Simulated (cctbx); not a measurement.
# Diagnosing a refinement

Cell a = 8.0120 Å, b = 8.0120 Å, c = 5.2990 Å, α = 90.00°, β = 90.00°, γ = 120.00°; space group P6_3mc (no. 186). The compound is Ga3Tc7.

Simulated single-crystal data (cctbx): Ag Kα, λ = 0.56087 Å, to d = 0.77 Å, 95 % of the full sphere, strongest reflection 5000 counts, noise from counting, a 2 % proportional error and a noise floor of 8 counts (s.d.); no absorption.

An anisotropic refinement with weights 1/σ² prints:

```text
Rint 0.043, 278 unique reflections to 0.77 A
cycle     R1     wR2    GooF  max shift (A)
   1  0.1368  0.2909  12.456   0.00328
   2  0.0652  0.1570   6.722   0.00008
final R1 0.0652 wR2 0.1570 GooF 6.722  parameters 21  data/parameter 13.2
atom        x        y        z      Ueq    occ   su(xyz)  su(Uiso or U11)
Tc1    0.66667  0.33333  0.58476   0.0073  1.000  0.00110  0.0018
Ga1    0.87294  0.74589  0.76341  -0.0063  1.000  0.00075  0.0012  NPD
Tc2    0.45300  0.90600  0.56138   0.0058  1.000  0.00080  0.0012
Tc3    0.19084  0.38168  0.83319   0.0182  1.000  0.00084  0.0017
difference map: max 4.29 min -3.81 rms 0.93
Q1    0.1030  0.2060  0.2460    6    4.46  0.35 A from Ga1
Q2    0.3333  0.6667  0.1345    2    2.59  0.26 A from Tc1
Q3    0.3333  0.6667  0.9589    2    2.24  0.67 A from Tc1
Q4    0.0730  0.2349  0.8636   12    1.68  1.09 A from Tc3
Q5    0.0972  0.5486  0.5596    6    1.48  0.02 A from Tc2
Q6    0.0000  0.0000  0.1983    2    1.47  1.80 A from Ga1
```

**Question.** Can this result stand? If not, what is the likely fault?

Mend it. The fault: elements exchanged: Tc3 is Ga and Ga1 is Tc. Against the right model at the same level, R1 goes from 0.0120 to 0.0652 and GooF from 0.97 to 6.72, U of Ga1 shrinks from 0.0066 to -0.0063 Å², U of Tc3 swells from 0.0043 to 0.0182 Å², the top difference peak, 4.5 e/Å³, lies 0.35 Å from Ga1, a hole of -3.8 e/Å³ opens and Ga1 goes non-positive-definite. Tc3 has 12 electrons too many and its U swells to shed them, as expected; Ga1 has 12 electrons too few and its U shrinks to make up, as expected.

The compound is Ga3Tc7. The right model at the same level gives:

```text
Rint 0.043, 278 unique reflections to 0.77 A
cycle     R1     wR2    GooF  max shift (A)
   1  0.0200  0.0385   1.647   0.00185
   2  0.0120  0.0226   0.966   0.00000
final R1 0.0120 wR2 0.0226 GooF 0.966  parameters 21  data/parameter 13.2
atom        x        y        z      Ueq    occ   su(xyz)  su(Uiso or U11)
Tc1    0.66667  0.33333  0.58504   0.0079  1.000  0.00016  0.0003
Tc2    0.87297  0.74595  0.76296   0.0066  1.000  0.00009  0.0002
Tc3    0.45295  0.90589  0.56096   0.0057  1.000  0.00011  0.0002
Ga1    0.19093  0.38187  0.83340   0.0043  1.000  0.00014  0.0002
Flack x: -0.008(17)
Hooft y: -0.008(15)  Bijvoet pairs: 123
difference map: max 0.51 min -0.47 rms 0.14
Q1    0.3333  0.6667  0.5661    2    0.51  1.66 A from Tc3
Q2    0.0841  0.1681  0.8347    6    0.48  1.48 A from Ga1
Q3    0.1835  0.3670  0.4766    6    0.41  1.38 A from Tc2
Q4    0.0191  0.5096  0.0789    6    0.40  0.79 A from Tc3
Q5    0.0185  0.4434  0.2677   12    0.39  1.45 A from Tc3
Q6    0.0852  0.5426  0.2523    6    0.37  1.61 A from Tc3
```

This is a model crystal, built by substitution and not relaxed, with assumed displacement parameters.

[Middle refinement cycles are left out of these outputs.]

[Logs are printed without paths, hosts, clocks, repeated set-up lines and the standing remarks that a program may print on its own settings, such as how far it seeks lower states.]
